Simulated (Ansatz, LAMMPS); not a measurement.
# Relaxing glassy 56SiO2-26Al2O3-18BaO (mol %) (114 atoms), part 2 of 2

How does glassy 56SiO2-26Al2O3-18BaO (mol %) (114 atoms) relax, and what do bonds, charges and levels look like afterwards?

Ansatz 0.2.0; Kohn-Sham DFT, PBE, PAW (set soft_2), plane waves.

The cell: 19 Si, 18 Al, 6 Ba and 71 O. The quench rate of 20 K/ps is many orders above laboratory rates. The starting topology of bonds comes from the classical model. The Brillouin zone is sampled at Γ only, in a cell whose shortest periodic width is 12 Å. No spin–orbit coupling is included.

So far, density (g/cm³): step 5 (distances and neighbours after relaxation) 3.16.

## 6. Single point at the relaxed geometry

One more single point at the end of the walk gives the fuller output and checks the residual forces.

Input file input.yaml:

```yaml
crystal:
  lattice:
    - [11.6084, 0.0, 0.0]
    - [0.0, 11.6084, 0.0]
    - [0.0, 0.0, 11.6084]
  atoms:
    - { symbol: Si, position: [0.67928, 0.60251, 0.42445] }
    - { symbol: Si, position: [0.30976, 0.63849, 0.50682] }
    - { symbol: Si, position: [0.35688, 0.94608, 0.93112] }
    - { symbol: Si, position: [0.47235, 0.69596, 0.30867] }
    - { symbol: Si, position: [0.5328, 0.56003, 0.82265] }
    - { symbol: Si, position: [0.19769, 0.16085, 0.87487] }
    - { symbol: Si, position: [0.74913, 0.33998, 0.3568] }
    - { symbol: Si, position: [0.98182, 0.15983, 0.73494] }
    - { symbol: Si, position: [0.97347, 0.81326, 0.50153] }
    - { symbol: Si, position: [0.43289, 0.59369, 0.04559] }
    - { symbol: Si, position: [0.51059, 0.34533, 0.10069] }
    - { symbol: Si, position: [0.13121, 0.1781, 0.31781] }
    - { symbol: Si, position: [0.04982, 0.57708, 0.5115] }
    - { symbol: Si, position: [0.62295, 0.94287, 0.62941] }
    - { symbol: Si, position: [0.01864, 0.18529, 0.07935] }
    - { symbol: Si, position: [0.92653, 0.86449, 0.01347] }
    - { symbol: Si, position: [0.6216, 0.10268, 0.27624] }
    - { symbol: Si, position: [0.75886, 0.57221, 0.68451] }
    - { symbol: Si, position: [0.78354, 0.23809, 0.86744] }
    - { symbol: Al, position: [0.42164, 0.37885, 0.5503] }
    - { symbol: Al, position: [0.40067, 0.2214, 0.32806] }
    - { symbol: Al, position: [0.98195, 0.44315, 0.98643] }
    - { symbol: Al, position: [0.76341, 0.06168, 0.06091] }
    - { symbol: Al, position: [0.16626, 0.87672, 0.12756] }
    - { symbol: Al, position: [0.41566, 0.78764, 0.70761] }
    - { symbol: Al, position: [0.78601, 0.39075, 0.10389] }
    - { symbol: Al, position: [0.85131, 0.90097, 0.74447] }
    - { symbol: Al, position: [0.90484, 0.36509, 0.57104] }
    - { symbol: Al, position: [0.98554, 0.60623, 0.78283] }
    - { symbol: Al, position: [0.01067, 0.62305, 0.13528] }
    - { symbol: Al, position: [0.55053, 0.13337, 0.92536] }
    - { symbol: Al, position: [0.06874, 0.9469, 0.36948] }
    - { symbol: Al, position: [0.60495, 0.2175, 0.66579] }
    - { symbol: Al, position: [0.1712, 0.65849, 0.98523] }
    - { symbol: Al, position: [0.98423, 0.41261, 0.31336] }
    - { symbol: Al, position: [0.67197, 0.85374, 0.37475] }
    - { symbol: Al, position: [0.40953, 0.30081, 0.80301] }
    - { symbol: Ba, position: [0.71356, 0.69415, 0.09548] }
    - { symbol: Ba, position: [0.229, 0.4833, 0.76457] }
    - { symbol: Ba, position: [0.13225, 0.88841, 0.74363] }
    - { symbol: Ba, position: [0.83702, 0.0782, 0.49195] }
    - { symbol: Ba, position: [0.34953, 0.94223, 0.42322] }
    - { symbol: Ba, position: [0.25902, 0.46742, 0.25873] }
    - { symbol: O, position: [0.12088, 0.14267, 0.75564] }
    - { symbol: O, position: [0.92569, 0.8892, 0.39046] }
    - { symbol: O, position: [0.7308, 0.71106, 0.34655] }
    - { symbol: O, position: [0.38038, 0.53115, 0.55518] }
    - { symbol: O, position: [0.27672, 0.27511, 0.88078] }
    - { symbol: O, position: [0.70056, 0.99366, 0.31958] }
    - { symbol: O, position: [0.70951, 0.12426, 0.92553] }
    - { symbol: O, position: [0.92489, 0.86741, 0.87214] }
    - { symbol: O, position: [0.17612, 0.91264, 0.27364] }
    - { symbol: O, position: [0.00607, 0.32484, 0.07706] }
    - { symbol: O, position: [0.84426, 0.65882, 0.75662] }
    - { symbol: O, position: [0.92184, 0.73304, 0.06956] }
    - { symbol: O, position: [0.34822, 0.84702, 0.82928] }
    - { symbol: O, position: [0.84723, 0.35804, 0.2511] }
    - { symbol: O, position: [0.97354, 0.24681, 0.62751] }
    - { symbol: O, position: [0.9199, 0.20496, 0.85221] }
    - { symbol: O, position: [0.54363, 0.60006, 0.3807] }
    - { symbol: O, position: [0.67016, 0.22952, 0.32526] }
    - { symbol: O, position: [0.05577, 0.09457, 0.40297] }
    - { symbol: O, position: [0.78655, 0.33941, 0.9624] }
    - { symbol: O, position: [0.04048, 0.92859, 0.05932] }
    - { symbol: O, position: [0.88976, 0.13373, 0.09108] }
    - { symbol: O, position: [0.34149, 0.32521, 0.66772] }
    - { symbol: O, position: [0.06119, 0.58556, 0.64912] }
    - { symbol: O, position: [0.62885, 0.08133, 0.60018] }
    - { symbol: O, position: [0.9189, 0.83177, 0.62618] }
    - { symbol: O, position: [0.02961, 0.54417, 0.2622] }
    - { symbol: O, position: [0.09565, 0.14139, 0.18824] }
    - { symbol: O, position: [0.82659, 0.29578, 0.46276] }
    - { symbol: O, position: [0.5271, 0.82416, 0.3207] }
    - { symbol: O, position: [0.42341, 0.45997, 0.08459] }
    - { symbol: O, position: [0.45305, 0.44672, 0.83217] }
    - { symbol: O, position: [0.70204, 0.91268, 0.74169] }
    - { symbol: O, position: [0.66068, 0.53301, 0.7773] }
    - { symbol: O, position: [0.47719, 0.66084, 0.74845] }
    [... 30 atom lines left out ...]
    - { symbol: O, position: [0.37785, 0.3436, 0.4105] }
    - { symbol: O, position: [0.69861, 0.62111, 0.56234] }
    - { symbol: O, position: [0.99121, 0.45283, 0.47108] }
    - { symbol: O, position: [0.43512, 0.2795, 0.19584] }
    - { symbol: O, position: [0.63803, 0.10204, 0.1374] }
    - { symbol: O, position: [0.45855, 0.66427, 0.16974] }
kpoints:
  mp_grid: { grid: [1, 1, 1] }
hamiltonian:
  xc: pbe
scf:
  occupations: { method: fermi_dirac, width: 0.05 }
output:
  forces: true
  stress: true
  populations: true
  dos:
    method: { smearing: { sigma: 0.15 } }
    de: 0.1
    projected: { site_lists: { Al: [Al], Ba: [Ba], O: [O], Si: [Si] } }
  eigenvalues: true
  write_density: true
  write_potential: true
  volumetric_format: npy
  elf: true
```

On the command line:

```
$ ansatz run input.yaml --threads 4 --pin off --max-ram 8192MiB --backend cpu --events-out ev --progress --plain --runs-dir out
```

Wall time 39 s (4 threads of Arm Neoverse V1, shared host); peak memory 2.1 GiB; 2.4 min of CPU time.

The run gave:

```yaml
free_energy: -97885.7883 eV
free_energy_per_atom: -858.6473 eV/atom
scf_cycles: 9
pressure: 2.145 GPa
r_m_s_force_component: 0.00578 eV/Å
longest_force: 0.02207 eV/Å
fermi_energy: 6.323 eV
spacing_of_highest_filled_and_lowest_empty_level: 3.729 eV
spilling_of_the_projection: 0.01196
```

Löwdin charges by element and coordination (they lack the spilled electrons, 0.065 e an atom on average):

| element | coordination | atoms | mean charge (e) | spread | least | most |
| --- | --- | --- | --- | --- | --- | --- |
| Al | all | 18 | 1.31 | 0.0371 | 1.25 | 1.38 |
| Al | 4 | 17 | 1.31 | 0.0379 | 1.25 | 1.38 |
| Al | 5 | 1 | 1.29 | 0 | 1.29 | 1.29 |
| Ba | all | 6 | 1.95 | 0.0267 | 1.92 | 2.00 |
| Ba | 6 | 1 | 1.93 | 0 | 1.93 | 1.93 |
| Ba | 8 | 2 | 1.97 | 0.0355 | 1.93 | 2.00 |
| Ba | 9 | 2 | 1.94 | 0.0141 | 1.92 | 1.95 |
| Ba | 10 | 1 | 1.94 | 0 | 1.94 | 1.94 |
| O | all | 71 | -0.850 | 0.047 | -0.971 | -0.759 |
| O | 2 | 23 | -0.813 | 0.0324 | -0.897 | -0.759 |
| O | 3 | 39 | -0.865 | 0.0417 | -0.971 | -0.778 |
| O | 4 | 9 | -0.877 | 0.0438 | -0.945 | -0.804 |
| Si | all | 19 | 1.71 | 0.0317 | 1.65 | 1.76 |

Density of states as counts of states in windows of 1 eV (from the Fermi level), total and the larger projections:

| from (eV) | to (eV) | total | O p | Si p | Al p |
| --- | --- | --- | --- | --- | --- |
| -10 | -9 | 15.7 | 10.9 | 0.8 | 0.2 |
| -9 | -8 | 26.7 | 19.8 | 2.6 | 0.6 |
| -8 | -7 | 40.1 | 30.8 | 4.2 | 1.6 |
| -7 | -6 | 51.5 | 41.1 | 4.3 | 2.8 |
| -6 | -5 | 63.1 | 54.2 | 2.0 | 2.9 |
| -5 | -4 | 84.5 | 77.1 | 1.5 | 2.1 |
| -4 | -3 | 89.3 | 84.3 | 0.9 | 1.2 |
| -3 | -2 | 37.3 | 35.8 | 0.2 | 0.4 |
| -2 | -1 | 3.2 | 3.1 | 0.0 | 0.1 |
| -1 | 1 | 0.0 | 0.0 | 0.0 | 0.0 |
| 1 | 2 | 1.8 | 0.0 | 0.0 | 0.0 |
| 2 | 3 | 2.1 | 0.1 | 0.1 | 0.2 |
| 3 | 4 | 26.6 | 1.9 | 2.3 | 3.7 |
| 4 | 5 | 39.2 | 2.9 | 4.2 | 5.9 |

Between -26 and -10 eV lie 193 more states.

The levels nearest the highest filled one (over half full), pooled over k-points and spins:

| level less the highest filled one (eV) | occupation |
| --- | --- |
| -0.642 | 2 |
| -0.514 | 2 |
| -0.398 | 2 |
| -0.347 | 2 |
| -0.0795 | 2 |
| 0 | 2 |
| 3.73 | 0 |
| 4.80 | 0 |
| 4.95 | 0 |
| 5.12 | 0 |
| 5.22 | 0 |
| 5.26 | 0 |

ELF in the ab plane at fractional z = 0.091, with atoms of Si and Al and Ba and O within 0.2 Å of it. It is the smooth field of the valence electrons, not physical close to the nuclei.

Values, 13 rows by 16 columns, each cell a mean:
```
0.79 0.77 0.25 0.41 0.74 0.66 0.16 0.04 0.03 0.02 0.05 0.34 0.79 0.70 0.23 0.47
0.67 0.63 0.11 0.39 0.81 0.78 0.32 0.01 0.00 0.00 0.03 0.37 0.76 0.68 0.30 0.42
0.12 0.31 0.58 0.29 0.25 0.27 0.06 0.04 0.02 0.08 0.46 0.50 0.30 0.19 0.60 0.55
0.27 0.66 0.75 0.63 0.07 0.03 0.18 0.43 0.17 0.27 0.81 0.36 0.70 0.39 0.74 0.77
0.10 0.34 0.44 0.29 0.12 0.20 0.34 0.61 0.24 0.14 0.76 0.58 0.69 0.16 0.35 0.40
0.41 0.73 0.52 0.10 0.08 0.18 0.31 0.33 0.13 0.03 0.18 0.33 0.27 0.65 0.69 0.33
0.27 0.66 0.62 0.10 0.02 0.41 0.71 0.71 0.27 0.19 0.39 0.18 0.43 0.77 0.72 0.38
0.39 0.18 0.08 0.01 0.02 0.43 0.71 0.74 0.33 0.68 0.80 0.55 0.05 0.31 0.33 0.31
0.70 0.64 0.10 0.00 0.00 0.04 0.17 0.18 0.15 0.50 0.60 0.34 0.08 0.08 0.25 0.76
0.69 0.36 0.05 0.01 0.00 0.06 0.17 0.18 0.26 0.14 0.07 0.04 0.07 0.10 0.17 0.54
0.14 0.19 0.09 0.02 0.00 0.01 0.04 0.04 0.06 0.25 0.45 0.21 0.15 0.67 0.70 0.50
0.14 0.16 0.07 0.01 0.00 0.00 0.00 0.01 0.12 0.73 0.82 0.56 0.14 0.75 0.66 0.66
0.26 0.18 0.03 0.05 0.18 0.13 0.02 0.05 0.04 0.39 0.61 0.29 0.15 0.28 0.31 0.15
```
Columns run along a (11.6 Å), rows up along b (11.6 Å). Atoms in or near the plane, at fractional coordinates: Si at (0.51, 0.35), Si at (0.02, 0.19), Al at (0.79, 0.39), Ba at (0.71, 0.69), O at (0.01, 0.32), O at (0.89, 0.13), O at (0.42, 0.46), O at (0.87, 0.52).

Valence density in the ab plane at fractional z = 0.091, with atoms of Si and Al and Ba and O within 0.2 Å of it. It is the smooth field of the valence electrons, not physical close to the nuclei.

Values in e/Å³, 13 rows by 16 columns, each cell a mean:
```
2.4 1.4 0.2 0.2 0.8 0.5 0.1 0.0 0.0 0.0 0.0 0.2 1.5 1.1 0.2 0.4
1.3 0.9 0.1 0.3 1.5 0.9 0.1 0.0 0.0 0.0 0.0 0.2 1.4 1.2 0.3 0.4
0.2 0.3 0.7 0.3 0.1 0.1 0.0 0.0 0.0 0.0 0.2 0.5 0.3 0.2 1.0 0.8
0.3 1.1 3.4 0.7 0.1 0.0 0.1 0.2 0.1 0.1 1.0 0.9 1.0 0.5 3.3 2.5
0.2 0.4 0.6 0.2 0.1 0.1 0.3 0.6 0.2 0.1 0.8 1.0 0.9 0.2 0.4 0.4
0.3 1.0 0.5 0.1 0.1 0.1 0.4 0.4 0.1 0.0 0.1 0.2 0.2 1.4 1.7 0.3
0.2 0.7 0.4 0.0 0.0 0.3 3.1 2.4 0.2 0.1 0.2 0.1 0.3 2.6 3.0 0.4
0.4 0.1 0.0 0.0 0.0 0.2 2.2 1.9 0.4 0.8 1.6 0.4 0.1 0.3 0.3 0.3
4.2 0.5 0.0 0.0 0.0 0.0 0.2 0.3 0.2 0.5 0.6 0.2 0.1 0.1 0.2 2.1
1.5 0.3 0.0 0.0 0.0 0.0 0.1 0.2 0.3 0.1 0.1 0.0 0.0 0.1 0.1 0.8
0.2 0.3 0.1 0.0 0.0 0.0 0.0 0.0 0.1 0.1 0.3 0.1 0.1 0.9 2.4 0.8
0.2 0.2 0.1 0.0 0.0 0.0 0.0 0.0 0.1 0.7 1.8 0.5 0.2 1.6 4.1 0.9
0.2 0.1 0.0 0.0 0.0 0.0 0.0 0.0 0.0 0.2 0.5 0.2 0.1 0.2 0.2 0.1
```
Columns run along a (11.6 Å), rows up along b (11.6 Å). Atoms in or near the plane, at fractional coordinates: Si at (0.51, 0.35), Si at (0.02, 0.19), Al at (0.79, 0.39), Ba at (0.71, 0.69), O at (0.01, 0.32), O at (0.89, 0.13), O at (0.42, 0.46), O at (0.87, 0.52).

Mean Löwdin charges: Al +1.31, Ba +1.95, O -0.85, Si +1.71 e (they miss 1.2 % of the electrons, so they add up to more than the cell's charge).

A closer look about O114, which has 4 bonded neighbours where the commonest count for O is 3: 16 atoms, nearest first, numbered in the order of the input, with positions taken from that point.

| atom | x | y | z | distance (Å) | bonds | Löwdin charge (e) |
| --- | --- | --- | --- | --- | --- | --- |
| O114 | 0.00 | 0.00 | 0.00 | 0.00 | 4 | -0.80 |
| Si4 | 0.16 | 0.37 | 1.61 | 1.66 | 4 | 1.67 |
| Si10 | -0.30 | -0.82 | -1.44 | 1.68 | 4 | 1.70 |
| O74 | -0.41 | -2.37 | -0.99 | 2.60 | 3 | -0.83 |
| O73 | 0.80 | 1.86 | 1.75 | 2.67 | 3 | -0.87 |
| O85 | 1.01 | -0.61 | -2.42 | 2.69 | 3 | -0.84 |
| O84 | -1.30 | 0.33 | 2.38 | 2.73 | 4 | -0.82 |
| O60 | 0.99 | -0.75 | 2.45 | 2.74 | 2 | -0.78 |
| O93 | -1.63 | -0.42 | -2.22 | 2.79 | 3 | -0.83 |
| Ba38 | 2.96 | 0.35 | -0.86 | 3.10 | 6 | 1.93 |
| Ba43 | -2.32 | -2.29 | 1.03 | 3.41 | 9 | 1.95 |
| O108 | -1.93 | 2.74 | -1.44 | 3.65 | 2 | -0.83 |
| O100 | 2.07 | -3.09 | -0.36 | 3.74 | 2 | -0.84 |
| O88 | -3.67 | 0.69 | -0.57 | 3.78 | 3 | -0.87 |
| O46 | 3.16 | 0.54 | 2.05 | 3.81 | 3 | -0.86 |
| Si11 | 0.60 | -3.70 | -0.80 | 3.84 | 4 | 1.73 |

The column of bonds counts only the pairs O-Si within 2.08 Å, O-Al within 2.27 Å, O-Ba within 3.43 Å; other neighbours, such as metal atoms beside each other in a compound, aren't counted, and periodic images can show an atom twice.

## 7. Another try, on a changed input

The input is spoilt on purpose; the run shows how that looks.

This step: Kohn-Sham DFT, PBE+U, PAW (set soft_2), plane waves (Ansatz 0.2.0).

Input file input.yaml:

```yaml
crystal:
  lattice:
    - [11.6084, 0.0, 0.0]
    - [0.0, 11.6084, 0.0]
    - [0.0, 0.0, 11.6084]
  atoms:
    [... the 114 atom lines of step 3 ...]
kpoints:
  mp_grid: { grid: [1, 1, 1] }
hamiltonian:
  xc: pbe
  hubbard: { sites: [{ species: Si, l: f, u_eff: 4.0 }] }
scf:
  occupations: { method: fermi_dirac, width: 0.05 }
  max_iter: 100
output:
  forces: true
```

The job ended after 0.1 s (4 threads; peak memory 0.089 GiB).

The program refused the input before any cycle.

The program's message: “Error: inconsistent input (hamiltonian.hubbard.sites[].l, hamiltonian.hubbard.sites[].shell): the file of Si doesn't list 4f, and it can't be added: PBE doesn't bind the shell 4f of the free atom, who …”

The fault in the input: a U on a shell that isn't there (hamiltonian.hubbard.sites = [{"species": "Si", "l": "f", "u_eff": 4.0}]). The fix is to take out hamiltonian.hubbard.sites.

## 8. Results

| Property | Result |
| --- | --- |
| energy change in the relaxation | -41.01 meV/atom |
| r.m.s. displacement | 0.15 Å |
| largest displacement | 0.432 Å |
| free energy per atom | -858.6473 eV/atom |
| pressure | 2.145 GPa |
| r.m.s. force component | 0.00578 eV/Å |
| gap (highest filled to lowest empty level) | 3.729 eV |
| wall time of the 3 DFT runs | 3.8 min |

What this shows: Relaxation lowers the energy by 41.0 meV/atom and moves atoms by 0.15 Å r.m.s.; the r.m.s. force component goes from 0.74 to 0.0058 eV/Å, the pressure goes from 6.7 to 2.1 GPa, and the gap from 3.22 to 3.73 eV. By the final cutoffs 1 of 199 bonded pairs parted and 1 joined. From the first step to the last the energy fell by 4.675 eV, and the largest move was 0.43 Å (O90). The O-Ba bonds change most in mean length: from 2.972 Å (spread 0.189) to 2.875 Å (spread 0.214), and their number from 51 to 50. Counting bonds as in the table, 94 % of Al atoms have 4, 33 % of Ba atoms have 8 and as many 9, 55 % of O atoms have 3 and all Si atoms have 4 bonded neighbours. 90 % of the oxygens bridge two formers (Si and Al) and 0 % are non-bridging; 10 % join three. The highest filled and lowest empty levels differ by 3.73 eV (at Γ alone); a semilocal functional tends to put such gaps too low. In a disordered cell it changes from sample to sample, and tail or defect levels can set it.

**Limits.** The starting topology of bonds comes from the classical model; in DFT 1 of its 199 bonded pairs passed out of the cutoffs and 1 came within them. The pressure of 2.1 GPa means that a free cell would grow at this level.

[Logs are printed without paths, hosts, clocks, repeated set-up lines and the standing remarks that a program may print on its own settings, such as how far it seeks lower states.]

[Hosts, paths, dates, database ids (printed as entryN), source tags and the programs' standing remarks are cut or masked in the printed files.]
